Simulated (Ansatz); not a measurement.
# The MXene Ta3N2 with Cl ends: bands and core levels, part 2 of 3

Aim: core-level components, unfolded bands and work function of the MXene Ta3N2 with Cl ends.

Ansatz 0.2.0; DFT, PBEsol, plane-wave PAW, default files, scalar-relativistic (the session's first sound run).

So far, work function, upper face (eV): step 2 (relaxation) 3.71.

In doubt: the core-hole state may not be the lowest (step 5), which bears on core levels.

### 3. Layer-resolved bands, DOS and potential (continued)

This run's widths, added to any smearing of the DOS itself: Gaussian 0.2 eV, Lorentzian 0.1 eV plus 0.03 an eV of depth. The intensity by binding energy, zero at the Fermi level; values in % of the maximum within 13 eV:

| binding energy (eV) | 21.2 eV | 100 eV | 600 eV | 1486.7 eV | 5950 eV |
| --- | --- | --- | --- | --- | --- |
| -1 | 0.970 | 0.589 | 0.980 | 1.40 | 1.61 |
| 0 | 31.0 | 11.6 | 28.6 | 47.3 | 57.1 |
| 1 | 45.9 | 18.0 | 41.7 | 68.5 | 82.4 |
| 2 | 36.3 | 14.9 | 32.1 | 52.8 | 63.6 |
| 3 | 22.9 | 10.9 | 21.3 | 33.1 | 38.9 |
| 4 | 24.4 | 22.9 | 29.4 | 31.4 | 30.3 |
| 5 | 36.3 | 44.7 | 51.0 | 44.2 | 35.8 |
| 6 | 82.0 | 90.4 | 88.4 | 84.9 | 77.7 |
| 7 | 99.1 | 99.4 | 92.8 | 99.0 | 98.8 |
| 8 | 45.5 | 48.2 | 46.8 | 48.3 | 50.0 |
| 9 | 25.7 | 23.0 | 21.5 | 27.0 | 32.5 |
| 10 | 8.25 | 7.05 | 7.12 | 9.29 | 11.4 |
| 11 | 1.52 | 1.70 | 1.84 | 2.10 | 2.38 |
| 12 | - | 1.17 | 1.39 | 1.53 | 1.73 |
| 13 | - | 1.12 | 1.47 | 1.58 | 1.82 |
| 14 | - | 1.45 | 2.04 | 2.17 | 2.51 |
| 15 | - | 2.74 | 3.96 | 4.14 | 4.74 |
| 16 | - | 12.0 | 16.6 | 16.5 | 17.7 |
| 17 | - | 47.3 | 71.8 | 76.0 | 87.7 |
| 18 | - | 31.9 | 57.1 | 64.9 | 85.2 |
| 19 | - | 6.72 | 11.7 | 13.2 | 17.6 |
| 20 | - | 1.92 | 3.21 | 3.57 | 4.57 |

Maxima picked by a test of local sharpness, so broad peaks and shoulders can be missing; peaks within 0.45 eV of a curve's cut are left out. Valence peaks, by row:

| photon energy (eV) | binding energy (eV) | height (% of the maximum within 13 eV) | main shell | its share (%) |
| --- | --- | --- | --- | --- |
| 21.2 | 7.1 | 100 | Ta 5d | 41.66 |
| 21.2 | 6.3 | 92.2 | Ta 5d | 38.3 |
| 21.2 | 3 | 23.29 | Ta 5d | 82.74 |
| 21.2 | 1.75 | 50.25 | Ta 5d | 87.01 |
| 21.2 | 0.7 | 50.41 | Ta 5d | 87.98 |
| 21.2 | 0.15 | 46.39 | Ta 5d | 90.87 |
| 100 | 17.4 | 52.04 | Cl 3s | 56.75 |
| 100 | 7.05 | 99.94 | N 2p | 44.75 |
| 100 | 6.3 | 100 | Cl 3p | 56.88 |
| 100 | 3 | 11 | Ta 5d | 42.11 |
| 100 | 1.75 | 20.47 | Ta 5d | 51.93 |
| 100 | 0.7 | 20.28 | Ta 5d | 53.4 |
| 100 | 0.15 | 17.16 | Ta 5d | 60.02 |
| 600 | 17.45 | 89.04 | Cl 3s | 66.48 |
| 600 | 7.1 | 93.49 | Cl 3p | 48.24 |
| 600 | 6.3 | 100 | Cl 3p | 59.28 |
| 600 | 5.1 | 51.57 | Cl 3p | 75.16 |
| 600 | 3 | 21.68 | Ta 5d | 78.96 |
| 600 | 1.75 | 44.38 | Ta 5d | 87.3 |
| 600 | 0.7 | 45.59 | Ta 5d | 86.17 |
| 600 | 0.15 | 42.61 | Ta 5d | 87.61 |
| 1487 | 17.45 | 100.1 | Cl 3s | 67.99 |
| 1487 | 7.1 | 100 | Ta 5d | 66.8 |
| 1487 | 6.3 | 97.92 | Ta 5d | 57.73 |
| 1487 | 3 | 33.64 | Ta 5d | 91.88 |
| 1487 | 1.75 | 73.25 | Ta 5d | 95.36 |
| 1487 | 0.7 | 74.69 | Ta 5d | 94.76 |
| 1487 | 0.15 | 70.71 | Ta 5d | 95.1 |
| 5950 | 17.5 | 126.9 | Cl 3s | 73.58 |
| 5950 | 8.3 | 51.06 | Ta 5d | 70.14 |
| 5950 | 7.1 | 100 | Ta 5d | 82.26 |
| 5950 | 6.35 | 91.29 | Ta 5d | 76.36 |
| 5950 | 3 | 39.57 | Ta 5d | 96.22 |
| 5950 | 1.75 | 88.34 | Ta 5d | 97.29 |
| 5950 | 0.7 | 89.82 | Ta 5d | 96.94 |
| 5950 | 0.15 | 85.53 | Ta 5d | 96.71 |

The planar mean, electrostatic potential oscillates, so the rows of the table below give means over windows of 1.89 Å about each position, cut where the curve ends. Its maxima inside the range that stand out by 2 % of the span (Å: eV): 8.1: -5.25, 10.0: -10.6, 13.2: -10.6, 15.1: -5.25. Its minima: 7.4: -11.0, 9.1: -19.5, 11.6: -20.1, 14.1: -19.5, 15.8: -11.0.

From the Fermi level. Table of planar mean, electrostatic potential by z; means over each step:

| z (Å) | planar mean, electrostatic potential (eV) |
| --- | --- |
| 0.94 | 3.71 |
| 2.83 | 3.71 |
| 4.73 | 3.68 |
| 6.62 | -2.66 |
| 8.51 | -11.9 |
| 10.40 | -12.5 |
| 12.29 | -14.2 |
| 14.18 | -13.3 |
| 16.07 | -5.73 |
| 17.96 | 3.54 |
| 19.85 | 3.71 |
| 21.74 | 3.71 |

Shapes are the site's partial DOS without matrix elements, which overweights lines from ligand s bands. Intensity against emission energy less the core level's binding energy, zero at the Fermi level; read off at these points; 7 of 10 lines; values in % of the unpolarised maximum:

| emission energy less the core level's binding energy (eV) | Cl K-beta | Cl K-beta, E along x | Cl K-beta, E along y | Cl K-beta, E along z | Cl L2,3 | Ta L-beta5 | N K |
| --- | --- | --- | --- | --- | --- | --- | --- |
| -20.0 | 0.372 | 0.372 | 0.372 | 0.373 | 3.76 | 12.9 | 0.104 |
| -19.0 | 0.583 | 0.591 | 0.591 | 0.566 | 16.4 | 16.9 | 0.144 |
| -18.0 | 1.09 | 1.12 | 1.12 | 1.03 | 77.3 | 21.4 | 0.288 |
| -17.0 | 0.935 | 0.899 | 0.899 | 1.01 | 54.6 | 23.9 | 0.390 |
| -16.0 | 0.735 | 0.721 | 0.721 | 0.764 | 8.46 | 23.6 | 0.269 |
| -15.0 | 0.819 | 0.807 | 0.807 | 0.841 | 2.71 | 22.3 | 0.281 |
| -14.0 | 1.03 | 1.01 | 1.01 | 1.05 | 1.38 | 22.5 | 0.369 |
| -13.0 | 1.38 | 1.36 | 1.36 | 1.41 | 0.846 | 25.0 | 0.528 |
| -12.0 | 1.99 | 1.97 | 1.97 | 2.03 | 0.586 | 30.3 | 0.844 |
| -11.0 | 3.26 | 3.24 | 3.24 | 3.29 | 0.458 | 39.5 | 1.73 |
| -10.0 | 7.03 | 7.08 | 7.08 | 6.94 | 0.628 | 53.0 | 9.93 |
| -9.0 | 19.6 | 20.5 | 20.5 | 17.8 | 1.41 | 69.8 | 31.2 |
| -8.0 | 50.3 | 53.6 | 53.6 | 43.6 | 2.39 | 86.5 | 47.1 |
| -7.0 | 85.2 | 71.9 | 71.9 | 112 | 2.80 | 97.8 | 99.7 |
| -6.3 | 99.7 | 74.4 | 74.4 | 150 | 3.40 | 100.0 | 77.8 |
| -6.2 | 99.8 | 75.8 | 75.8 | 148 | 3.27 | 99.9 | 75.6 |
| -6.0 | 97.6 | 78.7 | 78.7 | 135 | 2.78 | 99.6 | 68.9 |
| -5.0 | 72.8 | 90.0 | 90.0 | 38.4 | 0.861 | 95.9 | 12.0 |
| -4.0 | 38.4 | 50.9 | 50.9 | 13.4 | 0.249 | 93.9 | 7.06 |
| -3.0 | 12.8 | 14.7 | 14.7 | 9.10 | 0.132 | 96.3 | 5.43 |
| -2.0 | 9.00 | 9.51 | 9.51 | 7.95 | 0.218 | 99.5 | 9.83 |
| -1.0 | 9.30 | 9.83 | 9.83 | 8.18 | 0.232 | 95.6 | 8.67 |
| 0.0 | 5.91 | 5.85 | 5.85 | 5.62 | 0.277 | 80.1 | 3.87 |
| 1.0 | 1.81 | 1.87 | 1.87 | 1.65 | 0.0618 | 59.0 | 0.379 |

Sums over each group's atoms; left-over states aren't shared out by site. Site centres, by row:

| group | element | shell | occupied states | centre of occupied part (eV) | centre up to the window's top (eV) |
| --- | --- | --- | --- | --- | --- |
| layer 1 | Cl | 3s | 1.861 | -17.06 | -16.92 |
| layer 1 | Cl | 3p | 5.233 | -6.036 | -5.738 |
| layer 2 | Ta | 6s | 0.4926 | -11.52 | -10.64 |
| layer 2 | Ta | 5d | 3.962 | -4.94 | -2.988 |
| layer 3 | N | 2s | 1.408 | -16.41 | -15.84 |
| layer 3 | N | 2p | 4.077 | -6.68 | -6.067 |
| inner group | Ta | 6s | 0.4518 | -12.97 | -10.94 |
| inner group | Ta | 5d | 3.687 | -6.403 | -3.45 |
| inner group | N | 2s | 1.408 | -16.41 | -15.84 |
| inner group | N | 2p | 4.077 | -6.68 | -6.067 |
| other layers | Ta | 6s | 0.4926 | -11.52 | -10.64 |
| other layers | Ta | 5d | 3.962 | -4.94 | -2.988 |
| other layers | Cl | 3s | 1.861 | -17.06 | -16.92 |
| other layers | Cl | 3p | 5.233 | -6.036 | -5.738 |

Shapes are the site's partial DOS without matrix elements, which overweights lines from ligand s bands. Emission peaks, by row:

| line | energy (eV) | height (%) |
| --- | --- | --- |
| Cl K-beta | -6.25 | 100 |
| Cl K-beta, E along x | -7.1 | 72.1 |
| Cl K-beta, E along x | -5.05 | 90.15 |
| Cl K-beta, E along y | -7.1 | 72.1 |
| Cl K-beta, E along y | -5.05 | 90.15 |
| Cl K-beta, E along z | -6.35 | 151 |
| Cl L2,3 | -17.6 | 100 |
| Ta L-beta5 | -6.3 | 100 |
| Ta L-beta5 | -1.85 | 99.56 |
| N K | -7 | 100 |
| N K | -1.75 | 11.41 |
| N K | -0.7 | 9.543 |
| N K, E along x | -7.15 | 98.99 |
| N K, E along x | -3.1 | 6.753 |
| N K, E along x | -1.75 | 9.219 |
| N K, E along x | -0.7 | 9.212 |
| N K, E along y | -7.15 | 98.99 |
| N K, E along y | -3.1 | 6.753 |
| N K, E along y | -1.75 | 9.219 |
| N K, E along y | -0.7 | 9.212 |
| N K, E along z | -6.85 | 113.7 |
| N K, E along z | -1.75 | 15.78 |

The spectra weight each projected shell by its atomic cross section (Dirac–Hartree–Slater) and angular factor, for unpolarised light with the analyser at 45° from the beam. Broadening, on top of any smearing of the DOS itself: a Gaussian of 0.2 eV and a Lorentzian of 0.1 eV plus 0.03 times the binding energy (full widths), Fermi edge at 20 K. Each atom is damped by exp[−depth/(λ cos θ)], θ = 0° from the normal, λ from the universal curve. The files freeze Ta 4f, so the spectra stop above those lines. Curves are cut 10 eV under the photon energy, above any shell that the free atom's threshold puts out of reach, or at the lower edge of the window: 11.2 eV at 21.2 eV, 20.8 eV at 100 eV, 20.8 eV at 600 eV, 20.8 eV at 1486.7 eV and 20.8 eV at 5950 eV. A star in tables and legends marks shells that hold the states left over by the projection (0.9 % of the filled ones), a stand-in for orbitals that the files don't project on. Dipole terms alone, which is rough above 3 keV; no background, satellites or final-state effects.

How the area divides among the shells (%):

| shell | 21.2 eV | 100 eV | 600 eV | 1486.7 eV | 5950 eV |
| --- | --- | --- | --- | --- | --- |
| Cl 3s | 0.0 | 11.2 | 17.0 | 17.1 | 20.8 |
| Cl 3p | 24.2 | 38.9 | 32.0 | 16.8 | 6.5 |
| Ta 6s | 0.0 | 0.2 | 0.8 | 1.2 | 3.6 |
| Ta 5d | 53.8 | 12.7 | 36.7 | 57.8 | 64.6 |
| N 2s | 0.0 | 11.3 | 9.6 | 5.9 | 3.6 |
| N 2p | 21.9 | 25.7 | 3.8 | 1.0 | 0.2 |

Cross sections used, in Mb an electron:

| shell | 21.2 eV | 100 eV | 600 eV | 1486.7 eV | 5950 eV |
| --- | --- | --- | --- | --- | --- |
| Cl 3s | - | 0.13 | 0.0077 | 0.0012 | 4.5e-5 |
| Cl 3p | 2.7 | 0.15 | 0.0047 | 3.8e-4 | 4.0e-6 |
| Ta 6s | 0.025 | 0.0085 | 9.1e-4 | 2.3e-4 | 2.0e-5 |
| Ta 5d | 5.2 | 0.059 | 0.0046 | 0.0012 | 4.0e-5 |
| N 2s | - | 0.23 | 0.0060 | 5.8e-4 | 1.0e-5 |
| N 2p | 3.1 | 0.17 | 6.8e-4 | 2.8e-5 | 1.2e-7 |

Regions along c: top from 13.4 to 19.8 Å, middle from 9.8 to 13.4 Å.

States with weight above 0.08 nearest the zero at K of the zone, within the window kept, -8.0 to 2.0 eV (levels that the program groups as degenerate share a row):

| E (eV) | weight, total | weight, top | weight, middle | spin |
| --- | --- | --- | --- | --- |
| -1.16 | 1.00 | 0.20 | 0.59 | down |
| -1.16 | 1.00 | 0.20 | 0.59 | up |
| -0.77 | 2.00 | 0.58 | 0.83 | down |
| -0.77 | 2.00 | 0.58 | 0.83 | up |
| -0.03 | 1.00 | 0.39 | 0.22 | down |
| -0.03 | 1.00 | 0.39 | 0.22 | up |
| 0.64 | 2.00 | 0.61 | 0.77 | down |
| 0.64 | 2.00 | 0.61 | 0.77 | up |
| 2.04 | 1.00 | 0.25 | 0.50 | down |
| 2.04 | 1.00 | 0.25 | 0.50 | up |

States with weight above 0.08 nearest the zero at Γ of the zone, within the window kept, -8.0 to 2.0 eV (levels that the program groups as degenerate share a row):

| E (eV) | weight, total | weight, top | weight, middle | spin |
| --- | --- | --- | --- | --- |
| -0.90 | 1.00 | 0.24 | 0.52 | down |
| -0.90 | 1.00 | 0.24 | 0.52 | up |
| -0.17 | 2.00 | 0.80 | 0.41 | down |
| -0.17 | 2.00 | 0.80 | 0.41 | up |
| 0.20 | 1.00 | 0.17 | 0.65 | down |
| 0.20 | 1.00 | 0.17 | 0.65 | up |
| 0.59 | 2.00 | 0.58 | 0.84 | down |
| 0.59 | 2.00 | 0.58 | 0.84 | up |
| 1.59 | 2.00 | 0.53 | 0.94 | down |
| 1.59 | 2.00 | 0.53 | 0.94 | up |

The largest force component on a free atom is 0.019 eV/Å, so the atoms are at rest for these settings too. The starting moments died away, so the state found is non-magnetic. At the Fermi level the DOS is 3.33 states/eV a cell, and on the broadened curves Ta 5d holds 79 % of the total there.

### 4. With spin–orbit coupling

This step: DFT, PBEsol, plane-wave PAW, default files, with spin-orbit coupling (Ansatz 0.2.0).

Spin–orbit coupling splits and shifts levels of heavy atoms, so the bands are solved again with spinors.

input.yaml reads:

```yaml
crystal:
  lattice:
    - [3.1311574913, 0.0, 0.0]
    - [-1.5655787457, 2.7116619307, 0.0]
    - [0.0, 0.0, 23.2]
  atoms:
    - { symbol: Cl, position: [0.6666666667, 0.3333333333, 0.6827231562] }
    - { symbol: Ta, position: [0.3333333333, 0.6666666667, 0.6045286984], spin: 0.6, spin_axis: [0, 0, -1] }
    - { symbol: "N", position: [0.0, 0.0, 0.5514703785] }
    - { symbol: Ta, position: [0.6666666667, 0.3333333333, 0.5], spin: 0.6, spin_axis: [0, 0, -1] }
    - { symbol: "N", position: [0.3333333333, 0.6666666667, 0.4485296215] }
    - { symbol: Ta, position: [0.0, 0.0, 0.3954713016], spin: 0.6, spin_axis: [0, 0, -1] }
    - { symbol: Cl, position: [0.6666666667, 0.3333333333, 0.3172768438] }
magnetization:
  noncollinear: true
  spin_orbit: true
kpoints:
  mp_grid: { grid: [12, 12, 1] }
  band_path:
    path:
      - [0.3333333333333, 0.3333333333333, 0.0]
      - [0.0, 0.0, 0.0]
      - [0.5, 0.0, 0.0]
      - [0.3333333333333, 0.3333333333333, 0.0]
    npoints: 20
scf:
  occupations: { method: fermi_dirac, width: 0.05 }
  n_extra_bands: 16
hamiltonian:
  xc: pbesol
  pseudopotentials: { kind: paw_fr }
output:
  forces: true
  write_potential: true
  volumetric_format: []
  fatbands: true
```

Launch:

```console
$ ansatz run input.yaml --threads 8 --pin off --max-ram 12288MiB --backend cpu --events-out ev --progress --plain --runs-dir out
```

The job ended after 2.8 min (8 threads of Arm Neoverse N1, shared host; peak memory 2.5 GiB; 22 min of CPU time).

This step gave:

| Item | Value |
| --- | --- |
| free energy | -32371.1531 eV |
| energy at zero smearing | -32371.1378 eV |
| smearing term TS | 0.03064 eV |
| symmetry operations | 6 |
| work function, upper face | 3.714 eV |
| work function, lower face | 3.714 eV |

The electronic bands at the labelled points (eV, zero at the Fermi level; # counts the bands kept):

| point | #11 | #12 | #13 | #14 | #15 | #16 | #17 | #18 |
| --- | --- | --- | --- | --- | --- | --- | --- | --- |
| K | -0.75 | -0.75 | -0.03 | -0.03 | 0.60 | 0.60 | 0.69 | 0.69 |
| halfway | -0.78 | -0.78 | -0.64 | -0.64 | 1.00 | 1.00 | 1.26 | 1.26 |
| Γ | -1.65 | -1.65 | -0.93 | -0.93 | -0.23 | -0.23 | -0.05 | -0.05 |
| halfway | -0.75 | -0.75 | -0.28 | -0.28 | 0.01 | 0.01 | 0.84 | 0.84 |
| M | 0.63 | 0.63 | 1.56 | 1.56 | 1.84 | 1.84 | 1.94 | 1.94 |
| halfway | 0.44 | 0.44 | 0.67 | 0.67 | 1.15 | 1.15 | 1.64 | 1.64 |
| K | -0.75 | -0.75 | -0.03 | -0.03 | 0.60 | 0.60 | 0.69 | 0.69 |

Of the projections kept (layer 1, layer 2, layer 3, remaining atoms, not projected, inner group), the largest for each band there; the rest of the weight can lie on other orbitals:

| point | #11 | #12 | #13 | #14 | #15 | #16 | #17 | #18 |
| --- | --- | --- | --- | --- | --- | --- | --- | --- |
| K | layer 2 0.48 | remaining atoms 0.59 | remaining atoms 0.44 | remaining atoms 0.41 | remaining atoms 0.35 | remaining atoms 0.33 | remaining atoms 0.41 | layer 2 0.39 |
| Γ | inner group 0.47 | inner group 0.47 | remaining atoms 0.34 | remaining atoms 0.34 | remaining atoms 0.47 | remaining atoms 0.47 | layer 2 0.47 | layer 2 0.47 |
| M | inner group 0.50 | inner group 0.50 | inner group 0.60 | inner group 0.60 | inner group 0.57 | inner group 0.57 | remaining atoms 0.34 | remaining atoms 0.34 |
| K | layer 2 0.48 | remaining atoms 0.59 | remaining atoms 0.44 | remaining atoms 0.41 | remaining atoms 0.35 | remaining atoms 0.33 | remaining atoms 0.41 | layer 2 0.39 |

The two runs compared:

| quantity | this run | base run | difference |
| --- | --- | --- | --- |
| work function, upper face (eV) | 3.7138 | 3.7148 | -1.0e-3 |
| work function, lower face (eV) | 3.7138 | 3.7148 | -1.0e-3 |

The starting moments have collapsed: the run ends non-magnetic.

### 5. Core holes

This step: DFT, PBEsol, plane-wave PAW, default files, scalar-relativistic (Ansatz 0.2.0).

System of this step: Ta3N2Cl2. The cell holds 28 atoms: 8 Cl, 12 Ta and 8 N. Its edges and angles: a = 6.262 Å, b = 6.262 Å, c = 23.200 Å, α = 90.0°, β = 90.0°, γ = 120.0°. It derives from Ta3N2. How the cell was made: MXene sheet; termination: Cl; lattice typed at the start. Regions: L1, 4 atoms (4 Cl); L2, 4 atoms (4 Ta); L3, 4 atoms (4 N); in, 8 atoms (4 Ta and 4 N); rest, 8 atoms (4 Ta and 4 Cl). Vacuum lies along c.

XPS shifts tell sites apart. Each chosen atom gets a core hole in a self-consistent pass of its own, in a cell repeated 2×2×1 to part the hole from its images.

input.yaml reads:

```yaml
crystal:
  lattice:
    - [6.2623149827, 0.0, 0.0]
    - [-3.1311574913, 5.4233238615, 0.0]
    - [0.0, 0.0, 23.2]
  atoms:
    - { symbol: Cl, position: [0.3333333333, 0.1666666667, 0.6827231562] }
    - { symbol: Cl, position: [0.3333333333, 0.6666666667, 0.6827231562] }
    - { symbol: Cl, position: [0.8333333333, 0.1666666667, 0.6827231562] }
    - { symbol: Cl, position: [0.8333333333, 0.6666666667, 0.6827231562] }
    - { symbol: Ta, position: [0.1666666667, 0.3333333333, 0.6045286984], spin: -0.6 }
    - { symbol: Ta, position: [0.1666666667, 0.8333333333, 0.6045286984], spin: -0.6 }
    - { symbol: Ta, position: [0.6666666667, 0.3333333333, 0.6045286984], spin: -0.6 }
    - { symbol: Ta, position: [0.6666666667, 0.8333333333, 0.6045286984], spin: -0.6 }
    - { symbol: "N", position: [0.0, 0.0, 0.5514703785] }
    - { symbol: "N", position: [0.0, 0.5, 0.5514703785] }
    - { symbol: "N", position: [0.5, 0.0, 0.5514703785] }
    - { symbol: "N", position: [0.5, 0.5, 0.5514703785] }
    - { symbol: Ta, position: [0.3333333333, 0.1666666667, 0.5], spin: -0.6 }
    - { symbol: Ta, position: [0.3333333333, 0.6666666667, 0.5], spin: -0.6 }
    - { symbol: Ta, position: [0.8333333333, 0.1666666667, 0.5], spin: -0.6 }
    - { symbol: Ta, position: [0.8333333333, 0.6666666667, 0.5], spin: -0.6 }
    - { symbol: "N", position: [0.1666666667, 0.3333333333, 0.4485296215] }
    - { symbol: "N", position: [0.1666666667, 0.8333333333, 0.4485296215] }
    - { symbol: "N", position: [0.6666666667, 0.3333333333, 0.4485296215] }
    - { symbol: "N", position: [0.6666666667, 0.8333333333, 0.4485296215] }
    - { symbol: Ta, position: [0.0, 0.0, 0.3954713016], spin: -0.6 }
    - { symbol: Ta, position: [0.0, 0.5, 0.3954713016], spin: -0.6 }
    - { symbol: Ta, position: [0.5, 0.0, 0.3954713016], spin: -0.6 }
    - { symbol: Ta, position: [0.5, 0.5, 0.3954713016], spin: -0.6 }
    - { symbol: Cl, position: [0.3333333333, 0.1666666667, 0.3172768438] }
    - { symbol: Cl, position: [0.3333333333, 0.6666666667, 0.3172768438] }
    - { symbol: Cl, position: [0.8333333333, 0.1666666667, 0.3172768438] }
    - { symbol: Cl, position: [0.8333333333, 0.6666666667, 0.3172768438] }
magnetization:
  spin_polarized: true
kpoints:
  mp_grid: { grid: [6, 6, 1] }
scf:
  occupations: { method: fermi_dirac, width: 0.05 }
  n_extra_bands: 8
hamiltonian:
  xc: pbesol
  pseudopotentials: { kind: paw }
output:
  forces: true
  write_potential: true
  volumetric_format: []
  core_levels:
    shells: { Cl: "2p", "N": "1s", Ta: "4f" }
    counted_from: fermi_level
```

It took 4.6 min on 8 threads; peak memory 4.7 GiB.

Numbers from this step:

- free energy: -129219.4109 eV
- energy at zero smearing: -129219.3507 eV
- smearing term TS: 0.1203 eV
- symmetry operations: 48
- work function, upper face: 3.715 eV
- work function, lower face: 3.715 eV

Levels are total-energy differences with one electron taken from the core. The electron goes to the Fermi level, so the difference is a binding energy from E_F. The hole's nearest image is 6.3 Å away.

| atom | region | shell | level (eV) | shift (eV) | potential at nucleus, shift (V) | j lines (eV) | doubts |
| --- | --- | --- | --- | --- | --- | --- | --- |
| Cl1 | layer 1 | 2p | 199.91 | - | +0.00 | 201.00 / 199.37 | seeded moment not kept |
| Ta5 | layer 2 | 4f | 24.49 | -0.70 | -0.36 | 25.57 / 23.68 | seeded moment not kept |
| N9 | layer 3 | 1s | 396.25 | - | +0.00 | - | seeded moment not kept |
| Ta13 | inner group | 4f | 25.19 | +0.00 | +0.00 | 26.27 / 24.38 | seeded moment not kept |

Levels of p, d and f shells are means over their two j lines, weighted by degeneracy; the splitting comes from the atom's own solve. Shifts count from the last listed atom of each element. A higher potential at the nucleus binds core electrons more tightly, so that column is a rough initial-state shift.

The Ta 4f lines of the listed atoms alone (other atoms of the cell aren't counted), as Gaussians 0.8 eV wide, no depth weighting. Table of intensity by Ta 4f level; read off at these points:

| Ta 4f level (eV) | intensity (%) |
| --- | --- |
| 22.250 | 0.0125 |
| 22.500 | 0.210 |
| 22.750 | 2.06 |
| 23.000 | 11.7 |
| 23.250 | 38.9 |
| 23.500 | 77.2 |
| 23.750 | 98.4 |
| 24.000 | 99.7 |
| 24.190 | 100.0 |
| 24.250 | 99.6 |
| 24.500 | 85.1 |
| 24.750 | 51.4 |
| 25.000 | 32.2 |
| 25.250 | 45.2 |
| 25.500 | 67.9 |
| 25.750 | 75.0 |
| 26.000 | 74.9 |
| 26.250 | 72.2 |
| 26.500 | 52.3 |
| 26.750 | 23.8 |
| 27.000 | 6.40 |
| 27.250 | 1.01 |
| 27.500 | 0.0925 |
| 27.750 | 0.00491 |

No moment survives the cycle: this start ends non-magnetic.

[end of part 2 of 3]

[Logs are printed without paths, hosts, clocks, repeated set-up lines and the standing remarks that a program may print on its own settings, such as how far it seeks lower states.]

[Hosts, paths, dates, database ids (printed as entryN), source tags and the programs' standing remarks are cut or masked in the printed files.]

[Maps of the electrostatic potential energy from Ansatz leave out the sawtooth potential of an applied field or a dipole correction, so their vacuum need not be flat; work functions include it.]
